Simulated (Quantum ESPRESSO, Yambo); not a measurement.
# A GW chain in Yambo: WS2 (Tungstenite), part 2 of 3

Aim: the G0W0 gap of WS2 (Tungstenite) on PBE, step by step.

Quantum ESPRESSO 7.5 and Yambo 5.3.0; PBE and many-body steps on it, plane waves. Known limits of the many-body steps: not at the basis limit; no spin-orbit coupling; coarse k mesh.

So far. Step 2 (Ground state): The gap is indirect, with the least direct gap 0.86 eV higher. Step 3 (Bands along the symmetry lines): The gap is 0.981 eV, as in the run before at this level.

### 4. Empty states on the mesh, 3×3×1 mesh, 111 bands

Level of this step: DFT, PBE, plane waves, norm-conserving pseudopotentials (Quantum ESPRESSO).

The sums over transitions need many empty states on a uniform mesh; this step solves for them.

Input file pw.in:

```
&control
  calculation = 'nscf'
  prefix = 'x'
  outdir = 'o'
  pseudo_dir = 'pseudo'
/
&system
  ibrav = 0
  nat = 6
  ntyp = 2
  ecutwfc = 62.0
  nbnd = 111
  force_symmorphic = .true.
/
&electrons
  conv_thr = 1e-9
  electron_maxstep = 80
  diago_full_acc = .true.
  diago_thr_init = 5e-6
/
ATOMIC_SPECIES
  W 183.84 W.upf
  S 32.06 S.upf
CELL_PARAMETERS angstrom
  3.1532000000 0.0000000000 0.0000000000
  -1.5766000000 2.7307513032 0.0000000000
  0.0000000000 0.0000000000 12.3230000000
ATOMIC_POSITIONS crystal
  W 0.3333333333 0.6666666667 0.2500000000
  W 0.6666666667 0.3333333333 0.7500000000
  S 0.3333333333 0.6666666667 0.6225000000
  S 0.6666666667 0.3333333333 0.1225000000
  S 0.3333333333 0.6666666667 0.8775000000
  S 0.6666666667 0.3333333333 0.3775000000
K_POINTS automatic
  3 3 1 0 0 0
```

Launch:

```bash
$ OMP_NUM_THREADS=1 mpirun -n 4 pw.x -nk 4 -in pw.in > pw.out
```

What it wrote:

```text
[banner, memory and clock lines left out]
Program PWSCF v.7.5 starts

     Atomic positions and unit cell read from directory:
     o/x.save/

     Message from routine setup:
     using ibrav=0 with symmetry is DISCOURAGED, use correct ibrav instead

     Message from routine divide_et_impera:
     suboptimal parallelization: some nodes have no k-points

     G-vector sticks info

     bravais-lattice index     =            0
     lattice parameter (alat)  =       5.9587  a.u.
     unit-cell volume          =     716.0556 (a.u.)^3
     number of atoms/cell      =            6
     number of atomic types    =            2
     number of electrons       =        52.00
     number of Kohn-Sham states=          111
     kinetic-energy cutoff     =      62.0000  Ry
     charge density cutoff     =     248.0000  Ry
     Exchange-correlation= PBE
                           (   1   4   3   4   0   0   0)

     celldm(1)=   5.958684  celldm(2)=   0.000000  celldm(3)=   0.000000
     celldm(4)=   0.000000  celldm(5)=   0.000000  celldm(6)=   0.000000

     crystal axes: (cart. coord. in units of alat)
               a(1) = (   1.000000   0.000000   0.000000 )
               a(2) = (  -0.500000   0.866025   0.000000 )
               a(3) = (   0.000000   0.000000   3.908093 )

     reciprocal axes: (cart. coord. in units 2 pi/alat)
               b(1) = (  1.000000  0.577350 -0.000000 )
               b(2) = (  0.000000  1.154701  0.000000 )
               b(3) = (  0.000000 -0.000000  0.255879 )
     Pseudo is Norm-conserving + core correction, Zval = 14.0
     Generated using ONCVPSP code by D. R. Hamann
     Using radial grid of 1396 points,  8 beta functions with:
     Pseudo is Norm-conserving + core correction, Zval =  6.0
     Generated using ONCVPSP code by D. R. Hamann
     Using radial grid of 1146 points,  6 beta functions with:
     W                14.00   183.84000     W ( 1.00)
     S                 6.00    32.06000     S ( 1.00)

     12 Sym. Ops., with inversion, found

   Cartesian axes

     site n.     atom                  positions (alat units)
         1        W      tau(   1) = (  -0.0000000   0.5773503   0.9770233  )
         2        W      tau(   2) = (   0.5000000   0.2886751   2.9310700  )
         3        S      tau(   3) = (  -0.0000000   0.5773503   2.4327881  )
         4        S      tau(   4) = (   0.5000000   0.2886751   0.4787414  )
         5        S      tau(   5) = (  -0.0000000   0.5773503   3.4293519  )
         6        S      tau(   6) = (   0.5000000   0.2886751   1.4753052  )

     number of k points=     3
                       cart. coord. in units 2pi/alat
        k(    1) = (   0.0000000   0.0000000   0.0000000), wk =   0.2222222
        k(    2) = (   0.0000000   0.3849002   0.0000000), wk =   1.3333333
        k(    3) = (   0.3333333   0.5773503   0.0000000), wk =   0.4444444

     Dense  grid:    47139 G-vectors     FFT dimensions: (  30,  30, 120)

     The potential is recalculated from file :
     o/x.save/charge-density

     Starting wfcs are   36 randomized atomic wfcs +   75 random wfcs

     Band Structure Calculation

     End of band structure calculation

          k = 0.0000 0.0000 0.0000 (  5885 PWs)   bands (ev):

   -62.8528 -62.8528 -27.1166 -27.1165 -26.9277 -26.9277 -26.9277 -26.9277
    -3.8728  -3.6412  -2.3295  -1.8908   4.1225   5.1760   7.9207   8.2931
     8.2931   8.3074   8.3074   9.5285   9.5285   9.5821   9.5821  10.2537
[...]
49.6216  49.6216  50.0455  50.0501  50.0995  51.1097  51.1097

          k = 0.0000 0.3849 0.0000 (  5917 PWs)   bands (ev):

[...]
49.4361  49.6088  50.5618  50.9262  51.4826  51.5156  51.5200

          k = 0.3333 0.5774 0.0000 (  5862 PWs)   bands (ev):

[...]
43.4065  43.4065  44.3228  44.3228  45.6841  46.0449  46.6696  46.6696
    46.8323  46.8596  46.8597  46.9967  47.6192  47.6192  48.6753  49.2651
    49.2651  49.4536  49.4536  49.6759  49.9659  50.1129  50.5432

     highest occupied, lowest unoccupied level (ev):    11.7694   13.0744

     XML data file, pseudopotentials, collected wavefunctions
```

The job ended after 5.8 s (4 MPI ranks of Arm Neoverse V2, shared host; peak memory 0.4 GiB).

This step gave:

```yaml
gap: 1.305 eV
k_of_the_valence_top: 0, 0, 0
k_of_the_conduction_bottom: 0.3333, 0.3333, 0
least_direct_gap: 1.837 eV
k_points_computed: 3
lowest_point_of_the_top_converged_band_above_the_valence_top: 38.77 eV
```

On this mesh the gap is 1.305 eV. The earlier step found 0.981 eV, so this mesh misses an edge.

### 5. Conversion and set-up

This step: Yambo 5.3.0; conversion and set-up on PBE, plane waves, norm-conserving pseudopotentials.

The states are converted to the many-body program's format and the q mesh is built.

Launch:

```bash
$ (cd o/x.save; p2y > p2y.log; mv SAVE ../..); yambo > setup.log
```

What it wrote:

```text
 Yambo, version 5.3.0

 [02] CORE Variables Setup
 =========================

  [02.01] Unit cells
  ==================

  Cell kind             :  HCP
  Atoms in the cell     :  W  S
  number of W  atoms    :  2
  number of S  atoms    :   4

  List of atomic masses
  Mass of W     :  183.8400
  Mass of S     :  32.06000

  List of atomic coordinates    : [cc]
  W1       : -0.29793E-09   3.4402       5.8218      order 1
  W2       :   2.97934   1.72012  17.46532  order 2
  S1       : -0.29793E-09   3.4402       14.496      order 3
  S2       :  2.979342  1.720124  2.852669  order 4
  S3       : -0.29793E-09   3.4402       20.434      order 5
  S4       :  2.979342  1.720124  8.790878  order 6

  Alat factors          :   5.95868   5.16037  23.28710 [a.u.]
  Direct lattice volume :  716.0556 [a.u.]
  Direct lattice vectors:  A[ 1 ]  A[ 2 ]  A[ 3 ]
   A[ 1 ]:  1.000000  0.000000  0.000000  [iru]
   5.958684  0.000000  0.000000  [cc]
   A[ 2 ]: -0.500000  1.000000  0.000000  [iru]
  -2.979342  5.160372  0.000000  [cc]
   A[ 3 ]:  0.000000  0.000000  1.000000  [iru]
    0.00000   0.00000  23.28710  [cc]

  Recip. lattice volume :  0.346412 [a.u.]
  Recip. lattice vectors:  B[ 1 ]  B[ 2 ]  B[ 3 ]
   B[ 1 ]:  1.000000  0.500000  0.000000  [iku]
   1.054458  0.608792 -0.000000  [cc]
   B[ 2 ]:  0.000000  1.000000  0.000000  [iku]
   0.000000  1.217584  0.000000  [cc]
   B[ 3 ]:  0.000000  0.000000  1.000000  [iku]
   0.000000 -0.000000  0.269814  [cc]

  [02.02] Symmetries
  ==================

  Inversion symmetry    : yes
  Spatial inversion     : yes
  Inversion index       :   7
  K-space Time-reversal : no
  Magnetic symmetries   : no
  Group table correct   : yes
  Symmetries units      :  [cc]

   [S  1]:   1.0000       0.0000       0.0000      0.78521E-17   1.0000       0.0000       0.0000       0.0000       1.0000
   [S  2]:   1.0000       0.0000       0.0000      0.78521E-17  -1.0000       0.0000       0.0000       0.0000      -1.0000
   [S  3]: -0.500000  0.866025  0.000000 -0.866025 -0.500000  0.000000  0.000000  0.000000  1.000000
[...]
[S 11]:  0.500000  0.866025  0.000000  0.866025 -0.500000  0.000000  0.000000  0.000000  1.000000
   [S 12]:  0.500000 -0.866025  0.000000 -0.866025 -0.500000  0.000000  0.000000  0.000000  1.000000

  [02.03] Reciprocal space
  ========================

  nG shells         :  2346
  nG charge         :   47139
  nG WFs            :   7559
  nC WFs            :   5917
  G-vecs. in first 80 shells:  [ Number ]
     1    3    5    7    9   15   27   39   41
    53   55   67   79   81   93   99  111  113
   125  137  149  161  163  169  181  193  205
[...]
799   811   823   835   859   865   877   889
  ...
  Shell energy in first 80 shells:  [ mHa ]
[...]
6499.18      6605.00      6628.14      6671.30      6707.70      6816.90      6892.82      6972.38      6998.89
    7134.36      7253.69      7369.40      7465.34      7518.37      7581.29      7875.62      7981.69      8137.17
    8189.96      8206.59      8375.33      8454.89      8828.77      8895.06      8931.21      8931.46
  ...

  [02.04] K-grid lattice
  ======================

  Compatible Grid is   : 2D
  Base K vectors       :  K_min[ 1 ]  K_min[ 2 ]  K_min[ 3 ]
  K_min[ 1 ] :  0.30223E-17  0.33333       0.0000     [rlu]
  K_min[ 2 ] :  0.33333     -0.15981E-11   0.0000     [rlu]
  Grid dimensions      :  3  3
  K lattice UC volume  :  0.038490 [a.u.]

  IBZ K-points                                      :  3
  BZ  K-points                                      :   9

  K/Q-points units:
  rlu = crystal or reduced units; cc = cartesian coordinates; iku = interal k-units

  K [1]          [rlu]:  0.000000  0.000000  0.000000
         WF components:   5885
  K [2]          [rlu]:  0.000000  0.333333  0.000000
         WF components:   5917
  K [3]          [rlu]:  0.333333  0.333333  0.000000
         WF components:   5862

  [02.05] Energies & Occupations
  ==============================

  [X] === General ===
  [X] Electronic Temperature                        :  0.000000  0.000000 [eV K]
  [X] Bosonic    Temperature                        :  0.000000  0.000000 [eV K]
  [X] Finite Temperature mode                       : no
  [X] El. density                                   :  0.49006E+24 [cm-3]
  [X] Fermi Level                                   :  11.76936 [eV]

  [X] === Gaps and Widths ===
  [X] Conduction Band Min                           :  1.305023 [eV]
  [X] Valence Band Max                              :  0.000000 [eV]
  [X] Filled Bands                                  :  26
  [X] Empty Bands                                   :   27  111
  [X] Direct Gap                                    :  1.836910 [eV]
  [X] Direct Gap localized at k                     :  3
  [X] Indirect Gap                                  :  1.305023 [eV]
  [X] Indirect Gap between kpts                     :  1  3
  [X] Last valence band width                       :  1.747710 [eV]
  [X] 1st conduction band width                     :  1.005658 [eV]

  E @ K [1]:  [eV]
  -74.62215 -74.62215 -38.88596 -38.88589 -38.69711 -38.69711 -38.69709 -38.69709
[...]
occ @ K [1]
[...]
E @ K [2]:  [eV]
[...]
occ @ K [2]
[...]
E @ K [3]:  [eV]
[...]
occ @ K [3]
[...]
0.000000  0.000000  0.000000  0.000000  0.000000  0.000000  0.000000  0.000000
   0.000000  0.000000  0.000000  0.000000  0.000000  0.000000  0.000000  0.000000

 [03] Transferred momenta grid and indexing
 ==========================================

 IBZ Q-points                                      :  3
 BZ  Q-points                                      :   9

 K/Q-points units:
 rlu = crystal or reduced units; cc = cartesian coordinates; iku = interal k-units

 Q [1]          [rlu]:  0.000000  0.000000  0.000000
 Q [2]          [rlu]:  0.30223E-17  0.33333       0.0000
 Q [3]          [rlu]:  0.333333  0.333333  0.000000

  [03.01] X indexes
  =================

   [03.01.01] Sigma indexes
   ========================

 [06] Game Over & Game summary
```

Wall time 1.9 s (1 MPI rank); peak memory 0.24 GiB.

(Continued in part 3 of 3.)

[Paths, hosts, dates, memory and timing lines, banners, echoed tables and standing remarks are left out of the program output.]

[Logs are printed without paths, hosts, clocks, repeated set-up lines and the standing remarks that a program may print on its own settings, such as how far it seeks lower states.]

[Runs of the session that timed out or met a known fault of the program may be left out.]

[Hosts, paths, dates, database ids (printed as entryN), source tags and the programs' standing remarks are cut or masked in the printed files.]
